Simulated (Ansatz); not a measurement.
# TlSe3F (built on the sites of a database entry of TlIO3): phonons and vibrational spectra, part 2 of 2

Wanted: phonon frequencies of TlSe3F (built on the sites of a database entry of TlIO3) and what follows from them.

Ansatz 0.2.0; DFT PBEsol, scalar-relativistic, plane waves, PAW.

So far. Step 4 (Relaxing to small forces for the phonons): The largest force component left is 0.21 meV/Å and the pressure is 0.001 GPa, within the tolerances set. The cell now holds 24.12 Å³/atom. Step 5 (Zone-centre response): Before it was imposed, the acoustic sum rule was missed by 8.5e-5 eV/Å² and the charge sum rule by 0.0071 e. Small misses are needed for a sound result but don't prove that mesh and cutoff are converged. The relaxed cell has a = 6.857, c = 8.884 Å (conventional setting).

The structure was built from a prototype and need not be the compound's stable phase.

## Step 6: Phonons on a q mesh (continued)

Tetrahedra on a 14×14×14 mesh, mean over bins of 5 cm-1. Interpolated from a 2×2×2 q mesh. Table of phonon density of states by wavenumber; read off at these points:

wavenumber (cm⁻¹), phonon density of states (1/cm⁻¹/cell) and a bar:
```
      -58      0.000 
      -42      0.038 #####
      -22      0.046 ######
       -8      0.022 ###
       12      0.046 #####
       28      0.155 ###################
       42      0.171 ####################
       48      0.169 ####################
       62      0.081 ##########
       72      0.089 ###########
       82      0.064 ########
       98      0.024 ###
      118      0.019 ##
      132      0.007 #
      152      0.000 
      168      0.000 
      188      0.000 
      198      0.251 ##############################
      202      0.032 ####
      222      0.000 
      238      0.000 
      252      0.084 ##########
      258      0.039 #####
      272      0.000 
      292      0.048 ######
      308      0.001
```

The partial phonon density of states has structure finer than the step of the table below, so its rows give means over 10 cm⁻¹, whole bins alone (the curve runs from -65.4 to 327 cm⁻¹). Peaks (cm⁻¹: height): F -38.3: 0.0150, 92.5: 0.0256, 107.3: 0.0325, 196.2: 0.0198, 250.5: 0.0605; Se -38.3: 0.0405, 45.6: 0.131, 196.2: 0.188, 287.5: 0.0610; Tl 28.3: 0.103.

Phonopy on the run's constants, 11x11x11 mesh, Gaussian sigma 2.8 cm-1. Interpolated from a 2×2×2 q mesh. The partial phonon density of states by wavenumber; means over each step; values in 1/cm⁻¹/cell:

```csv
wavenumber (cm⁻¹),F,Se,Tl
-60,9.4e-4,7.2e-4,1.2e-4
-50,0.00847,0.00812,0.00154
-40,0.0133,0.0304,0.00571
-30,0.00624,0.0310,0.0106
-20,0.00317,0.0269,0.00954
-10,0.00151,0.0157,0.00785
0,5.7e-4,0.00526,0.00423
10,0.00266,0.0180,0.0177
20,0.00516,0.0325,0.0514
30,0.00633,0.0327,0.0917
40,0.0102,0.0757,0.0426
50,0.00958,0.0992,0.0228
60,0.00697,0.0575,0.0104
70,0.00853,0.0638,0.0121
80,0.0150,0.0496,0.00519
90,0.0238,0.0394,0.00104
100,0.0194,0.0123,2.5e-4
110,0.0286,0.00823,3.1e-4
120,0.0137,0.00352,1.8e-4
130,0.00608,0.00183,8.7e-5
140,0.00163,5.4e-4,2.2e-5
150,2.4e-5,8.4e-6,0
160,0,0,0
170,0,0,0
180,2.0e-5,2.3e-4,0
190,0.00624,0.0630,6.7e-5
200,0.0125,0.114,9.8e-5
210,3.7e-4,0.00309,1.0e-6
220,0,0,0
230,6.0e-5,1.0e-5,1.8e-6
240,0.00902,0.00189,4.3e-4
250,0.0507,0.0101,0.00243
260,0.0203,0.00360,9.8e-4
270,3.3e-4,2.0e-4,1.6e-5
280,0.00128,0.0243,8.5e-5
290,0.00500,0.0512,2.8e-4
300,0.00212,0.0145,1.2e-4
310,1.4e-4,7.5e-4,1.2e-5
320,0,1.1e-6,0
```

Symmetry leaves 4 wavevectors to solve. The lowest mode among them, the acoustic zeros apart, lies at q = (0, 0, -0.5) and is imaginary, 52.3i cm⁻¹, so the energy falls along it.

## Step 7: Isotope substitution, element Se, natural mass 78.971 amu

An isotope changes the mass and not the force constants, so no new electronic calculation is needed; the shifts show which modes move this element.

The same force constants with the mass of Se changed from 78.971 to 81.917 u (phonopy, no LO-TO term). Both lists are sorted by frequency; levels can cross, so a row need not hold one and the same mode. Modes under 3 cm⁻¹ are left out. Isotope shifts, by row, the first 40 of 57 rows:

```csv
q,rank,natural mass (cm⁻¹),changed mass (cm⁻¹)
0 0 0,4,18.88,18.73
0 0 0,5,18.88,18.73
0 0 0,6,42.15,41.39
0 0 0,7,45.59,45.2
0 0 0,8,45.88,45.44
0 0 0,9,45.88,45.44
0 0 0,10,96.23,95.19
0 0 0,11,96.23,95.19
0 0 0,12,194.3,191.2
0 0 0,13,194.3,191.2
0 0 0,14,237.3,236.7
0 0 0,15,296.6,291.9
0 0 -0.5,1,-52.29,-51.91
0 0 -0.5,2,-14.88,-14.63
0 0 -0.5,3,19.39,19.33
0 0 -0.5,4,23.12,22.93
0 0 -0.5,5,33.96,33.9
0 0 -0.5,6,42.91,42.25
0 0 -0.5,7,47.5,46.95
0 0 -0.5,8,65.23,64.16
0 0 -0.5,9,82.34,81.04
0 0 -0.5,10,87.78,86.7
0 0 -0.5,11,113.8,113.6
0 0 -0.5,12,192.7,189.4
0 0 -0.5,13,194.2,191.1
0 0 -0.5,14,262.2,261.8
0 0 -0.5,15,280.8,275.8
0 -0.5 -0.5,1,-39.81,-39.24
0 -0.5 -0.5,2,-32.45,-32.2
0 -0.5 -0.5,3,17.51,17.35
0 -0.5 -0.5,4,28.21,28.14
0 -0.5 -0.5,5,37.42,37.36
0 -0.5 -0.5,6,39.42,38.83
0 -0.5 -0.5,7,52.33,51.51
0 -0.5 -0.5,8,67.45,66.33
0 -0.5 -0.5,9,73.17,72.37
0 -0.5 -0.5,10,82.3,80.98
0 -0.5 -0.5,11,114.8,114.6
0 -0.5 -0.5,12,197.9,194.5
0 -0.5 -0.5,13,198.9,195.7
```

A mode of this element alone would shift by -1.81 %. The highest zone-centre frequency without the field goes from 296.6 to 291.9 cm⁻¹ (-1.6 %).

## Step 8: Isotope substitution, element Tl, natural mass 204.38 amu

The same for Tl, from 204.38 to 202.97 u.

A mode of this element alone would shift by +0.35 %. The highest zone-centre frequency without the field goes from 296.6 to 296.6 cm⁻¹ (+0.0 %).

## Step 9: Outcome

```yaml
space_group_after_relaxation_within_0p01_a: R3m
volume_per_atom: 24.1 Å³
gap_on_the_k_mesh: 0.279 eV
highest_optical_mode_at_the_zone_centre_no_lo_to_term: 297 cm⁻¹
top_of_the_zone_centre_spectrum_with_the_field: 310 cm⁻¹
lowest_optical_zone_centre_mode: 18.9 cm⁻¹
mean_high_frequency_dielectric_constant: 14.5
mean_static_dielectric_constant: 118
largest_born_charge_third_of_the_trace: 2.32 e
lowest_mode_on_the_q_mesh_acoustic_modes_at_gamma_apart: -52.3 cm⁻¹
highest_frequency_on_the_path_or_at_a_solved_wavevector: 310 cm⁻¹
imaginary_modes_on_the_2x2x2_q_mesh: yes
```

In words: Modes are clearly imaginary (beyond 10i cm⁻¹) at 3 of the 4 irreducible wavevectors, most at q = (0, 0, -0.5) (52.3i cm⁻¹), so this structure is not a minimum of the energy. Without the field, the optical modes at Γ span 19 to 297 cm⁻¹. The highest mode in this list at Γ, 296.6 cm⁻¹, is mostly motion of Se (88 % of the kinetic energy). With the macroscopic field of the longitudinal modes the top of the zone-centre spectrum lies at 310 cm⁻¹, against 297 cm⁻¹ without it. Lattice motion raises the mean dielectric constant from 14.53 to 118.0. The strongest infrared line is at 96 cm⁻¹. With the field response the log warns that the k mesh is coarse for the force constants too, so the frequencies may not be converged. The program warns that the interpolation holds no quadrupole term, so branches close to Γ can be off in this crystal. Spin-orbit coupling is left out, which can matter for the heavy elements here. The starting cell was built on a prototype and not taken from a measurement, so the phase need not exist. These are harmonic frequencies at zero temperature: anharmonic shifts, linewidths and thermal expansion are left out.

[Logs are printed without paths, hosts, clocks, repeated set-up lines and the standing remarks that a program may print on its own settings, such as how far it seeks lower states.]

[Hosts, paths, dates, database ids (printed as entryN), source tags and the programs' standing remarks are cut or masked in the printed files.]
